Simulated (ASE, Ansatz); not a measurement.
# Random zinc-blende alloy of GaAs and GaP (64 atoms): relaxation and levels of theory

Which bonds does the relaxation leave, and how do the Kohn-Sham gap, forces and pressure change with k-mesh and functional?

Calculated with Ansatz 0.2.0: Kohn-Sham DFT, PBE, PAW (set soft_2), plane waves; cutoff 420 eV, k-mesh 2×2×2, fermi-dirac smearing of 0.025 eV.

**The cell**

The cell holds 64 atoms: 32 Ga, 4 As and 28 P. Cell: a = 10.952 Å, b = 10.952 Å, c = 10.952 Å, α = 90.0°, β = 90.0°, γ = 90.0°. It derives from GaAs and GaP. Zinc-blende GaAs, 2 x 2 x 2 conventional cells, 28 of 32 As sites given to P at random (x = 0.875), lattice by Vegard's rule (a = 5.476 Å); every coordinate displaced by a Gaussian of 0.05 Å.

Cell and atoms were relaxed with PBE. The walk converged after 4 steps by the program's count, with a largest force component of 0.00752 eV/Å; it began at an r.m.s. force component of 0.74 eV/Å. The edges went from 10.952, 10.952, 10.952 to 11.069, 11.069, 11.070 Å, and the volume from 20.528 to 21.192 Å³ an atom (+3.2 %).

The input of the reference single point:

```yaml
crystal:
  lattice:
    - [11.06884, -0.00051, 0.0002]
    - [-0.00051, 11.06932, 9.0e-05]
    - [0.0002, 9.0e-05, 11.06973]
  atoms:
    - { symbol: Ga, position: [0.99731, 0.9975, 0.99588] }
    - { symbol: As, position: [0.12434, 0.12689, 0.12479] }
    - { symbol: Ga, position: [0.99701, 0.25464, 0.2538] }
    - { symbol: P, position: [0.12536, 0.37674, 0.37599] }
    [... 58 atom lines left out ...]
    - { symbol: Ga, position: [0.75412, 0.74741, 0.50351] }
    - { symbol: P, position: [0.87621, 0.87672, 0.62485] }
kpoints:
  mp_grid: { grid: [2, 2, 2] }
hamiltonian:
  xc: pbe
scf:
  occupations: { method: fermi_dirac, width: 0.025 }
output:
  forces: true
  stress: true
  populations: true
  dos:
    method: { smearing: { sigma: 0.08 } }
    de: 0.05
    projected: { site_lists: { As: [As], Ga: [Ga], P: [P] } }
  eigenvalues: true
  write_density: true
  write_potential: true
  volumetric_format: npy
```

**Bonds after relaxation**

Bonds by pair of elements; cutoffs follow the first minimum of g(r), held within bounds set by covalent radii, and pairs that aren't listed don't count as bonded:

| pair A-B | cutoff (Å) | bonds | mean length (Å) | spread (Å) | shortest (Å) | B about A | A about B |
| --- | --- | --- | --- | --- | --- | --- | --- |
| Ga-P | 2.77 | 112 | 2.39 | 0.006 | 2.37 | 3.5 | 4 |
| Ga-As | 2.88 | 16 | 2.46 | 0.004 | 2.45 | 0.5 | 4 |

How many atoms have how many bonded neighbours:

| element | mean | 4 |
| --- | --- | --- |
| As | 4 | 4 |
| Ga | 4 | 32 |
| P | 4 | 28 |

**Levels of theory**

Single points at the relaxed geometry:

| functional | k-mesh | Kohn-Sham gap (eV) | pressure (GPa) | r.m.s. force component (eV/Å) | SCF cycles | time |
| --- | --- | --- | --- | --- | --- | --- |
| PBE | 2×2×2 | 1.372 | 0.00 | 0.002 | 8 | 1.8 min |
| PBE | 1×1×1 | 1.359 | 0.35 | 0.008 | 8 | 10 s |
| HSE06 | 1×1×1 | 2.285 | -1.54 | 0.018 | 22 | 2.8 min |
| r2SCAN | 2×2×2 | 1.807 | -2.50 | 0.012 | 9 | 3.4 min |
| PBEsol | 2×2×2 | 1.294 | -2.90 | 0.006 | 8 | 1.7 min |

The gap is that between the highest filled and lowest empty Kohn-Sham level on the run's k-points. Cutoffs: 420 eV for PBE, HSE06 and PBEsol; 500 eV for r2SCAN. Times come from shared hosts and are rough.

**Findings**

The Kohn-Sham gap is 1.37 eV with PBE on the 2×2×2 mesh. On the 1×1×1 mesh HSE06 changes the gap by +0.93 eV against PBE. Carrying that shift over to the 2×2×2 mesh gives 1.37 + 0.93 = 2.30 eV, an estimate that takes the shift to be alike at all k-points. On the reference's mesh the gap changes with r2SCAN by +0.43 eV and PBEsol by -0.08 eV. Against the reference the pressure changes with r2SCAN by -2.5 GPa and PBEsol by -2.9 GPa; a negative change means a smaller volume than PBE would take.

Limits: All single points share the geometry relaxed with PBE. One random arrangement of the atoms on their sites. In some runs the program notes that it cut back its work space to fit the memory limit, the exchange threshold is loose for the stress and the SCF threshold is loose for the stress. Spin–orbit coupling is left out; it splits the top valence bands of compounds with Ge, As, Se, Sb or Te and narrows their gaps.

[Logs are printed without paths, hosts, clocks, repeated set-up lines and the standing remarks that a program may print on its own settings, such as how far it seeks lower states.]

[Hosts, paths, dates, database ids (printed as entryN), source tags and the programs' standing remarks are cut or masked in the printed files.]
